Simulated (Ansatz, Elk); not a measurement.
## Bonding as seen by X-rays: LaMg6Ir

Structure refinements treat a crystal as free atoms side by side. For a made-up structure of LaMg6Ir (cell and positions from a PBE relaxation) the runs below show what the calculated density changes in F(hkl).

Main program and level: Elk 11.2.3 (patched build); DFT, PBE, all-electron APW+lo, Dirac cores, scalar-relativistic bands, static density, no spin.

The structure was built from a prototype and need not be the compound's stable phase.

## 1. The structure

It takes space group Amm2 (No. 38, orthorhombic). The conventional cell has a = 4.442 Å, b = 6.147 Å, c = 13.882 Å, α = 90.00°, β = 90.00°, γ = 90.00°. Ir has 8 Mg at 2.77 to 3.23 Å and 2 La at 3.06 Å nearest. La has 2 Ir at 3.06 Å and 4 Mg at 3.15 to 3.29 Å nearest. Mg has 6 Mg at 2.97 to 3.20 Å and 2 La at 3.29 Å nearest. Nearest to Mg lie 2 Ir at 2.77 Å and 6 Mg at 2.85 to 3.17 Å and 1 La at 3.15 Å. Nearest to Mg lie 6 Mg at 3.17 to 3.20 Å and 2 Ir at 3.23 Å. Nearest to Mg lie 6 Mg at 2.85 to 3.12 Å and 1 Ir at 2.90 Å. Farther neighbours are not listed.

## 2. Ground state and structure factors

An all-electron density is needed, since X-rays see the cores too. Task 0 finds the density and task 195 Fourier-transforms it; tshift is off so that phases refer to the origin typed.

The input, elk.in:

```
tasks
  0
  195

xctype
  20

spinpol
  .false.

rgkmax
  7.0

gmaxvr
  14.0

lmaxo
  7

lmaxapw
  8

swidth
  0.002

tshift
  .false.

ramdisk
  .false.

hmaxvr
  5.5

maxscl
  120

epspot
  1e-06

sppath
  './'

avec
  8.39392337116 0.00000000000 0.00000000000
  0.00000000000 5.80792309034 13.11635888078
  0.00000000000 -5.80792309034 13.11635888078

atoms
  3
  'Ir.in'
  1
  0.0000000000 0.8770746595 0.8770746595   0.000000 0.000000 0.000000
  'La.in'
  1
  0.5000000000 0.7254875505 0.7254875505   0.000000 0.000000 0.000000
  'Mg.in'
  6
  0.5000000000 0.1403540149 0.1403540149   0.000000 0.000000 0.000000
  0.5000000000 0.1707338023 0.6792601396   0.000000 0.000000 0.000000
  0.5000000000 0.6792601396 0.1707338023   0.000000 0.000000 0.000000
  -0.0000000000 0.3066650462 0.3066650462   0.000000 0.000000 0.000000
  -0.0000000000 0.3070539978 0.7994707892   0.000000 0.000000 0.000000
  -0.0000000000 0.7994707892 0.3070539978   0.000000 0.000000 0.000000

ngridk
  5 4 4
```

Started as:

```sh
$ OMP_NUM_THREADS=4 elk
```

Numbers of over 12 decimals in the logs are rounded to 6 here.

Output:

```text
┌─────────────────────────┐
│ Elk code version 11.2.3 │
└─────────────────────────┘

All units are atomic (Hartree, Bohr, etc.)

┌─────────────────────────────────────────────────┐
│ Ground-state run starting from atomic densities │
└─────────────────────────────────────────────────┘

Lattice vectors :
   8.393923371       0.000000000       0.000000000
   0.000000000       5.807923090       13.11635888
   0.000000000      -5.807923090       13.11635888

Reciprocal lattice vectors :
  0.7485397506       0.000000000      -0.000000000
  -0.000000000      0.5409149888      0.2395171314
   0.000000000     -0.5409149888      0.2395171314

Unit cell volume      :    1278.878080
Brillouin zone volume :   0.1939592345

Muffin-tin inner radius fraction :   0.1000000000E-01

Nuclei treated as point charges

Species : 1 (Ir)
 parameters loaded from : Ir.in
 name : iridium
 nuclear charge    :   -77.00000000
 electronic charge :    77.00000000
 atomic mass :    350390.1562
 muffin-tin radius :    2.800000000
 number of radial points in muffin-tin :   1393
 inner part over the whole radius :   0.9964929683E-02
 number on inner part of muffin-tin    :   1000
 approximate nuclear radius :   0.1024342351E-03
 number of mesh points to nuclear radius :    522
 atomic positions (lattice), magnetic fields (Cartesian) :
  1 :   0.00000000  0.87707466  0.87707466    0.00000000  0.00000000  0.00000000

Species : 2 (La)
 parameters loaded from : La.in
 name : lanthanum
 nuclear charge    :   -57.00000000
 electronic charge :    57.00000000
 atomic mass :    253209.2366
 muffin-tin radius :    2.800000000
 number of radial points in muffin-tin :   1393
 inner part over the whole radius :   0.9924947902E-02
 number on inner part of muffin-tin    :    996
 approximate nuclear radius :   0.9226798129E-04
 number of mesh points to nuclear radius :    505
 atomic positions (lattice), magnetic fields (Cartesian) :
  1 :   0.50000000  0.72548755  0.72548755    0.00000000  0.00000000  0.00000000

Species : 3 (Mg)
 parameters loaded from : Mg.in
 name : magnesium
 nuclear charge    :   -12.00000000
 electronic charge :    12.00000000
 atomic mass :    44305.30466
 muffin-tin radius :    2.200000000
 number of radial points in muffin-tin :    793
 inner part over the whole radius :   0.9941530515E-02
 number on inner part of muffin-tin    :    552
 approximate nuclear radius :   0.5710277704E-04
 number of mesh points to nuclear radius :    241
 atomic positions (lattice), magnetic fields (Cartesian) :
  1 :   0.50000000  0.14035401  0.14035401    0.00000000  0.00000000  0.00000000
  2 :   0.50000000  0.17073380  0.67926014    0.00000000  0.00000000  0.00000000
  3 :   0.50000000  0.67926014  0.17073380    0.00000000  0.00000000  0.00000000
  4 :   0.00000000  0.30666505  0.30666505    0.00000000  0.00000000  0.00000000
  5 :   0.00000000  0.30705400  0.79947079    0.00000000  0.00000000  0.00000000
  6 :   0.00000000  0.79947079  0.30705400    0.00000000  0.00000000  0.00000000

Total number of atoms per unit cell :    8
Total muffin-tin volume :    451.5180738
 ratio of muffin-tin to unit cell volume :   0.3530579504

Spin treatment :
 spin-unpolarised

Number of Bravais lattice symmetries :    8
Number of crystal symmetries         :    4
Crystal has no inversion symmetry
Complex Hermitian eigensolver will be used

k-point grid :      5     4     4
k-point offset :    0.000000000       0.000000000       0.000000000
k-point set is reduced with full crystal symmetry group
Total number of k-points :       30

Muffin-tin radius times maximum |G+k| :    7.000000000
 using average radius
Maximum |G+k| for APW functions       :    2.978723404
Maximum (1/2)|G+k|²                   :    4.436396560
Maximum |G| for potential and density :    14.00000000
Constant for pseudocharge density :   10
 order of it for each species :   17  17  17
 order of it for pair densities of each species (exact exchange by exxq0 0: 18) :   14  14   8
Radial integration step length :    1

[...]
electron entropic           :    -0.21647942970571E-02
 total energy                :     -27557.912181390

Density of states at Fermi energy :    170.5489870
 (states/Hartree/unit cell)

Estimated indirect band gap :   0.8085942644E-03
 from k-point 14 to k-point 4
Estimated direct band gap   :   0.6042956938E-02
 at k-point 25

Charges :
 core                        :    106.0000000
 valence                     :    100.0000000
 interstitial                :    11.11041650
 muffin-tins (core leakage)
  species : 1 (Ir)
[...]
species : 2 (La)
[...]
species : 3 (Mg)
[...]
total in muffin-tins        :    194.8895835
 total calculated charge     :    205.9995949
 total charge                :    206.0000000
 error                       :   0.4051482604E-03

RMS change in Kohn-Sham potential (target) :   0.6190959957     (  0.1000000000E-05)
Absolute change in total energy (target)   :   0.9543360224     (  0.1000000000E-03)

[... loops 3 to 17 left out ...]

┌──────────────────┐
│ Loop number : 18 │
└──────────────────┘

Energies :
 Fermi                       :     0.176080
 sum of occupied eigenvalues :     -16855.690094414
 electron kinetic            :      30651.433769585
 core electron kinetic       :      29438.025681673
 Coulomb                     :     -57557.189607141
 Coulomb potential           :     -46656.205193697
 nuclear-nuclear             :     -1817.4767778468
 electron-nuclear            :     -64853.061703092
 Hartree                     :      9113.3488737983
 Madelung                    :     -34229.087010293
 xc potential                :     -850.91867030205
 exchange                    :     -641.50814487776
 correlation                 :     -10.557132876790
 electron entropic           :    -0.21420430188032E-02
 total energy                :     -27557.823257354

Density of states at Fermi energy :    171.4339635
 (states/Hartree/unit cell)

Estimated indirect band gap :   0.6720744845E-03
 from k-point 6 to k-point 2
Estimated direct band gap   :   0.5499607310E-02
 at k-point 21

Charges :
 core                        :    106.0000000
 valence                     :    100.0000000
 interstitial                :    11.97704783
 muffin-tins (core leakage)
  species : 1 (Ir)
[...]
species : 2 (La)
[...]
species : 3 (Mg)
[...]
total in muffin-tins        :    194.0229522
 total calculated charge     :    205.9995797
 total charge                :    206.0000000
 error                       :   0.4203195242E-03

RMS change in Kohn-Sham potential (target) :   0.5893949624E-06 (  0.1000000000E-05)
Absolute change in total energy (target)   :   0.4783417171E-04 (  0.1000000000E-03)

Convergence targets achieved

┌──────────────────┐
│ Loop number : 19 │
└──────────────────┘

Energies :
 Fermi                       :     0.176080
 sum of occupied eigenvalues :     -16855.690055080
 electron kinetic            :      30651.433803700
 core electron kinetic       :      29438.025719585
 Coulomb                     :     -57557.189590802
 Coulomb potential           :     -46656.205304796
 nuclear-nuclear             :     -1817.4767778468
 electron-nuclear            :     -64853.061560619
 Hartree                     :      9113.3487476634
 Madelung                    :     -34229.086938404
 xc potential                :     -850.91855398381
 exchange                    :     -641.50814331105
 correlation                 :     -10.557132821876
 electron entropic           :    -0.21420440594753E-02
 total energy                :     -27557.823205280

Density of states at Fermi energy :    171.4340225
 (states/Hartree/unit cell)

Estimated indirect band gap :   0.6720757651E-03
 from k-point 6 to k-point 2
Estimated direct band gap   :   0.5499605239E-02
 at k-point 21

Charges :
 core                        :    106.0000000
 valence                     :    100.0000000
 interstitial                :    11.97704976
 muffin-tins (core leakage)
  species : 1 (Ir)
[...]
species : 2 (La)
[...]
species : 3 (Mg)
[...]
atom 4                    :    10.41216567     ( -0.9828258607E-07)
   atom 5                    :    10.51342565     ( -0.9828258873E-07)
   atom 6                    :    10.51342565     ( -0.9828258873E-07)
 total in muffin-tins        :    194.0229502
 total calculated charge     :    205.9995797
 total charge                :    206.0000000
 error                       :   0.4203194353E-03

┌──────────────────────────────┐
│ Self-consistent loop stopped │
└──────────────────────────────┘

Warning : core states of species 1 leak from the muffin-tin :   0.2545919072E-03

Warning : core states of species 2 leak from the muffin-tin :   0.2234450452E-03

Wrote STATE.OUT
```

The job ended after 1.8 min (4 threads of AMD EPYC 7B13 (Zen 3), shared host; peak memory 0.37 GiB).

SFACRHO.OUT:

```text

h k l indices transformed by vhmat matrix:
   1.000000000       0.000000000       0.000000000    
   0.000000000       1.000000000       0.000000000    
   0.000000000       0.000000000       1.000000000    

      h      k      l  multipl.   |H|            Re(F)            Im(F)           |F|

      0      0      0      1   0.0000000       206.00000     -0.55783730E-16   206.00000    
      0      1      1      1  0.47903426      -29.740596      -59.039908       66.107592    
      0     -1     -1      1  0.47903426      -29.740596       59.039908       66.107592    
      0      1      0      2  0.59157204       48.014542      -86.135543       98.614035    
      0      0     -1      2  0.59157204       48.014542       86.135543       98.614035    
     -1      0      0      2  0.74853975       20.904832     -0.99048643E-14   20.904832    
      1      1      1      2  0.88869881       47.592403      -73.686808       87.719910    
     -1     -1     -1      2  0.88869881       47.592403       73.686808       87.719910    
      0     -2     -1      2  0.89939153      -25.990527       8.3461587       27.297726    
      0      2      1      2  0.89939153      -25.990527      -8.3461587       27.297726    
      1      0     -1      4  0.95408031       47.169311      -1.4365610       47.191181    
     -1      1      0      4  0.95408031       47.169311       1.4365610       47.191181    
      0     -2     -2      1  0.95806853      -38.842037       25.563963       46.499678    
      0      2      2      1  0.95806853      -38.842037      -25.563963       46.499678    
      0     -1      1      2   1.0818300       97.326667      0.10329890E-13   97.326667    
     -1     -2     -1      4   1.1701354      -50.801943       99.621102       111.82666    
     -1      2      1      4   1.1701354      -50.801943      -99.621102       111.82666    
      0     -2      0      2   1.1831441      -76.012210       46.404838       89.057651
```

Elk indexes on the primitive cell of elk.in and gives |H| = 4π sin θ/λ in inverse bohr. Below, one row stands for each form hkl of the conventional cell (m members, Friedel mates merged), F is for one primitive cell and the density is static (no thermal factor). Free-atom factors are Waasmaier and Kirfel's, and R is Σm||F|−|F'||/Σm|F|.

| hkl | m | sin θ/λ (Å⁻¹) | abs F, DFT | neutral atoms | diff. | abs of complex diff. |
| --- | --- | --- | --- | --- | --- | --- |
| 002 | 2 | 0.072 | 66.108 | 65.868 | +0.240 | 0.248 |
| 011 | 4 | 0.089 | 98.614 | 98.047 | +0.567 | 0.567 |
| 100 | 2 | 0.113 | 20.905 | 20.879 | +0.026 | 0.026 |
| 102 | 4 | 0.134 | 87.720 | 87.408 | +0.312 | 0.313 |
| 013 | 4 | 0.135 | 27.298 | 27.095 | +0.203 | 0.215 |
| 111 | 8 | 0.143 | 47.191 | 47.043 | +0.149 | 0.156 |
| 004 | 2 | 0.144 | 46.500 | 46.273 | +0.227 | 0.286 |
| 020 | 2 | 0.163 | 97.327 | 97.256 | +0.071 | 0.071 |
| 113 | 8 | 0.176 | 111.827 | 111.891 | -0.065 | 0.107 |
| 022 | 4 | 0.178 | 89.058 | 89.141 | -0.083 | 0.126 |
| 104 | 4 | 0.183 | 109.928 | 110.162 | -0.235 | 0.401 |
| 015 | 4 | 0.198 | 92.026 | 92.217 | -0.191 | 0.196 |
| 120 | 4 | 0.198 | 19.812 | 19.993 | -0.182 | 0.182 |
| 122 | 8 | 0.210 | 121.372 | 121.842 | -0.470 | 0.544 |
| 006 | 2 | 0.216 | 105.155 | 105.339 | -0.185 | 0.185 |
| 024 | 4 | 0.217 | 40.602 | 40.847 | -0.245 | 0.290 |
| 200 | 2 | 0.225 | 156.698 | 157.249 | -0.551 | 0.551 |
| 115 | 8 | 0.227 | 81.860 | 82.110 | -0.250 | 0.335 |

## 3. The highest occupied states alone

An energy window below the Fermi level keeps the highest occupied states, to see at which angles they scatter; shallow core shells can lie inside it and anion s states outside. No new self-consistency is needed.

Edit elk.in of step 2 so:

```diff
@@ -1,3 +1,2 @@
 tasks
-  0
   195
@@ -40,2 +39,5 @@
 
+wsfac
+  -0.264910 0.476080
+
 sppath
```

Started as:

```sh
$ OMP_NUM_THREADS=4 elk
```

Output:

```text
┌─────────────────────────────────┐
│ Elk code version 11.2.3 started │
└─────────────────────────────────┘

Info(readinput): the functional depends on the density's gradient
 muffin-tin radial points multiplied by    2.00000
 (not where nrmtscf is given)

┌────────────────────┐
│ Current task : 195 │
└────────────────────┘

Info(sfacrho): density structure factors written to SFACRHO.OUT

 Energy window :  -0.2649100000      0.4760800000

┌──────────────────┐
│ Elk code stopped │
└──────────────────┘
```

The job ended after 22 s (4 threads; peak memory 0.23 GiB).

States within 12 eV below the Fermi level hold 24.00 electrons; any levels below the window count with the cores. Their amplitudes can exceed the total, where window and core parts have opposite phase:

| hkl | sin θ/λ (Å⁻¹) | abs F, window | abs F, all |
| --- | --- | --- | --- |
| 002 | 0.072 | 7.316 | 66.108 |
| 011 | 0.089 | 7.020 | 98.614 |
| 100 | 0.113 | 5.319 | 20.905 |
| 102 | 0.134 | 4.905 | 87.720 |
| 013 | 0.135 | 4.868 | 27.298 |
| 111 | 0.143 | 4.333 | 47.191 |
| 004 | 0.144 | 4.944 | 46.500 |
| 020 | 0.163 | 3.805 | 97.327 |
| 113 | 0.176 | 3.503 | 111.827 |
| 022 | 0.178 | 3.320 | 89.058 |

## 4. Another functional

The difference from free atoms is small, so it is set against the change that LDA (Perdew-Wang) makes.

Edit elk.in of step 3 so:

```diff
@@ -1,2 +1,3 @@
 tasks
+  0
   195
@@ -4,3 +5,3 @@
 xctype
-  20
+  3
 
@@ -39,5 +40,2 @@
 
-wsfac
-  -0.264910 0.476080
-
 sppath
```

Started as:

```sh
$ OMP_NUM_THREADS=4 elk
```

Output:

```text
┌─────────────────────────┐
│ Elk code version 11.2.3 │
└─────────────────────────┘

All units are atomic (Hartree, Bohr, etc.)

┌─────────────────────────────────────────────────┐
│ Ground-state run starting from atomic densities │
└─────────────────────────────────────────────────┘

Lattice vectors :
   8.393923371       0.000000000       0.000000000
   0.000000000       5.807923090       13.11635888
   0.000000000      -5.807923090       13.11635888

Reciprocal lattice vectors :
  0.7485397506       0.000000000      -0.000000000
[...]
species : 3 (Mg)
[...]
atom 5                    :    10.52711818     ( -0.1573064651E-05)
   atom 6                    :    10.52711818     ( -0.1573064651E-05)
 total in muffin-tins        :    194.1242249
 total calculated charge     :    205.9996024
 total charge                :    206.0000000
 error                       :   0.3975921034E-03

┌──────────────────────────────┐
│ Self-consistent loop stopped │
└──────────────────────────────┘

Warning : core states of species 1 leak from the muffin-tin :   0.2486809676E-03

Warning : core states of species 2 leak from the muffin-tin :   0.2241727844E-03

Wrote STATE.OUT
[key lines of the parts left out:]
total energy                :     -27536.487064176
```

Run time: 79 s. Hardware: 4 threads; peak memory 0.29 GiB.

Against the first run R = 0.03 %; the largest change is -0.093 at 040.

## 5. Basis size

The basis and the expansions that go with it are enlarged, to see whether the differences are converged.

Edit elk.in of step 4 so:

```diff
@@ -5,3 +5,3 @@
 xctype
-  3
+  20
 
@@ -11,12 +11,12 @@
 rgkmax
-  7.0
+  8.5
 
 gmaxvr
-  14.0
+  18.0
 
 lmaxo
-  7
+  9
 
 lmaxapw
-  8
+  10
```

Started as:

```sh
$ OMP_NUM_THREADS=4 elk
```

Output:

```text
┌─────────────────────────┐
│ Elk code version 11.2.3 │
└─────────────────────────┘

All units are atomic (Hartree, Bohr, etc.)

┌─────────────────────────────────────────────────┐
│ Ground-state run starting from atomic densities │
└─────────────────────────────────────────────────┘

Lattice vectors :
   8.393923371       0.000000000       0.000000000
   0.000000000       5.807923090       13.11635888
   0.000000000      -5.807923090       13.11635888

Reciprocal lattice vectors :
  0.7485397506       0.000000000      -0.000000000
[...]
species : 3 (Mg)
[...]
atom 5                    :    10.51420606     ( -0.9828258829E-07)
   atom 6                    :    10.51420606     ( -0.9828258829E-07)
 total in muffin-tins        :    194.0293074
 total calculated charge     :    205.9995153
 total charge                :    206.0000000
 error                       :   0.4847050136E-03

┌──────────────────────────────┐
│ Self-consistent loop stopped │
└──────────────────────────────┘

Warning : core states of species 1 leak from the muffin-tin :   0.2547282206E-03

Warning : core states of species 2 leak from the muffin-tin :   0.2229390740E-03

Wrote STATE.OUT
[key lines of the parts left out:]
total energy                :     -27557.832348466
```

Wall time 5.5 min (4 threads); peak memory 0.73 GiB; 18 min of CPU time.

Against the first run R = 0.00 %; the largest change is -0.006 at 240.

## 6. Settings against the effect

| run | R against the first run (%) | R against neutral atoms, low angle (%) | wall time |
| --- | --- | --- | --- |
| PBE, rgkmax 7 | 0.00 | 0.23 | 1.8 min |
| LDA (Perdew-Wang) | 0.03 | 0.23 | 79 s |
| rgkmax 8.5 with larger expansions | 0.00 | 0.23 | 5.5 min |

## 7. What came out

```json
{
 "R against neutral atoms, sin θ/λ < 0.3 Å⁻¹": "0.23 %",
 "R against neutral atoms, 0.3 to 0.52 Å⁻¹": "0.06 %"
}
```

Independent neutral atoms miss the calculated amplitudes by R = 0.23 % below 0.3 Å⁻¹ and 0.06 % from there to 0.52 Å⁻¹; by shells, 0.43 % below 0.15 Å⁻¹ (7 forms), 0.20 % 0.15 to 0.3 (29 forms), 0.06 % 0.3 to 0.45 (64 forms), 0.07 % above 0.45 (49 forms). Bonding, aspherical density and the tables' own atoms all enter these figures, and the runs don't part them. The largest change of an amplitude is +0.57 electrons, at 011. R counts amplitudes alone; phases shift too. The window's part falls from 24.0 electrons at the origin to at most 0.35 between 0.45 and 0.52 Å⁻¹. Below 0.3 Å⁻¹ the changes that finished (LDA (Perdew-Wang) and rgkmax 8.5 with larger expansions) move F by R = 0.02 % at most, against the 0.23 % that separates it from free atoms. The k-mesh has no finished test. These runs have no spin, though d or f shells may be open. Spin-orbit coupling is left out, which can matter for elements this heavy. Part of the difference isn't bonding: the tables are fits to free atoms and ions calculated by other methods than this functional. Thermal motion, anomalous dispersion and extinction are left out.

[Logs are printed without paths, hosts, clocks, repeated set-up lines and the standing remarks that a program may print on its own settings, such as how far it seeks lower states.]

[Hosts, paths, dates, database ids (printed as entryN), source tags and the programs' standing remarks are cut or masked in the printed files.]
